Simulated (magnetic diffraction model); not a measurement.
## Al₆VGaFe₄Bi: what an assumed order does to the neutron pattern

Space group Imm2 (no. 44), a = 5.0150 Å, b = 8.7640 Å, c = 9.0430 Å.

| site | atom | x | y | z |
| --- | --- | --- | --- | --- |
| 2a | Bi | 0 | 0 | 0.9961 |
| 2a | Ga | 0 | 0 | 0.3530 |
| 8e | Fe | 0.7667 | 0.2465 | 0.7449 |
| 2a | V | 0 | 0 | 0.6510 |
| 4d | Al | 1/2 | 0.8620 | 0.5030 |
| 4d | Al | 0 | 0.2693 | 0.5004 |
| 2b | Al | 1/2 | 0 | 0.2268 |
| 2b | Al | 1/2 | 0 | 0.7710 |

This is a made-up structure (elements placed in a structure type, unrelaxed), so the numbers test the method and describe no known phase.

Only Fe is taken to order (form factors of Fe2+); orders and moment sizes are assumed, and not adapted to the symmetry. Radiation: neutrons of λ = 1.909 Å, 2° to 40°; isotropic B of 0.21 Å² (Bi), 0.2 Å² (Ga), 0.23 Å² (Fe), 0.26 Å² (V) and 0.27 Å² (Al). The intensities are simulated: I ∝ L Σ (|F_N|² + |F_M⊥|²) for unpolarised neutrons, with F_M = 2.695 fm/μB × Σ f(s) S exp(2πi Q·r) exp(−B s²) at Q = H ± k (one set where k and −k are equivalent), only the part normal to Q counting and L = 1/(sin²θ cos θ). For collinear order S is the moment m, which repeats by lattice and centring translations R with the sign exp(−2πi k·R). Form factors are spin-only for 3d ions and dipole or tabulated for f ions, scattering lengths are Sears's of 1992, and absorption is left out. A label names one of the reflections at its angle. The strongest nuclear line in the range is 100, and lines under 0.2 are left out.

Assume the order k = (0 0 0), collinear moments along [100], 2.45 μB on Fe; signs + at (0.7667, 0.2465, 0.7449), − at (0.2333, 0.2465, 0.7449), + at (0.7667, 0.7535, 0.7449), − at (0.2333, 0.7535, 0.7449).

Q: Where does magnetic intensity appear, and how strong is it?

```tsv
2θ (°)	index	nuclear	magnetic
17.45	(0 1 1)	10.8	0.0
24.37	(0 0 2)	60.5	0.0
25.14	(1 0 1)	2.9	23.9
25.16	(0 2 0)	51.5	0.0
25.33	(1 1 0)	2.1	0.0
35.32	(0 2 2)	100.0	0.0
35.44	(1 1 2)	25.4	0.0
35.87	(1 2 1)	35.1	49.9
39.13	(0 1 3)	6.8	0.0
```

The strongest magnetic line in the range is (1 2 1) at 35.87° (49.9). On top of the Lorentz factor, which all lines share, magnetic lines fade with angle because f falls: for Fe2+ it is 0.90, 0.68, 0.45 and 0.15 at sin θ/λ = 0.1, 0.2, 0.3 and 0.5 Å⁻¹, while nuclear lengths stay constant. The order has no net moment.

[Logs are printed without paths, hosts, clocks, repeated set-up lines and the standing remarks that a program may print on its own settings, such as how far it seeks lower states.]
